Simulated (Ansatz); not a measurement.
In doubt: one-shot GW on d or f shells is unsure, so the values of those runs are not to be relied on.

Rows from a G0W0 calculation on CsAuBr3 (I4/mmm) (Ansatz 0.2.0; G0W0 on LDA, plane waves, PAW; 4×4×4 mesh, 1564 empty bands, screening to 160 eV, hard PAW files), in eV. Spin-orbit coupling is left out.

```tsv
row	k	band	start	Σx	Σc at the solution	Vxc
A	(0.250, -0.250, 0.250)	v1	5.177	-22.812	1.610	-20.777
B	(0.250, -0.250, 0.250)	v2	4.708	-22.868	3.096	-19.008
C	(0.250, -0.250, 0.250)	c1	6.078	-18.351	-2.165	-20.816
D	(0.250, -0.250, 0.250)	c3	9.874	-10.960	-4.415	-15.938
E	(0.250, -0.250, 0.250)	c2	8.657	-11.757	-4.097	-16.436
F	(0.250, -0.250, 0.250)	v3	4.609	-22.889	3.148	-18.992
```

Give the quasiparticle energies and the shift of each level.

The quasiparticle equation reads E = start + Σx + Σc(E) − Vxc.

```tsv
row	E (eV)	shift (eV)
A	4.753	−0.425
B	3.945	−0.764
C	6.378	+0.300
D	10.438	+0.564
E	9.239	+0.582
F	3.861	−0.749
```

The gap over the computed points goes from 0.90 eV to 1.63 eV.

Limits: not at the basis limit; d shell near the gap, gap tends to lie low; no spin-orbit coupling.

[Paths, hosts, dates, memory and timing lines, banners, echoed tables and standing remarks are left out of the program output.]

[Logs are printed without paths, hosts, clocks, repeated set-up lines and the standing remarks that a program may print on its own settings, such as how far it seeks lower states.]

[Runs of the session that timed out or met a known fault of the program may be left out.]

[Cells called generated may have been cut or substituted from an entry of the Crystallography Open Database or the Materials Project.]

[Hosts, paths, dates, database ids (printed as entryN), source tags and the programs' standing remarks are cut or masked in the printed files.]
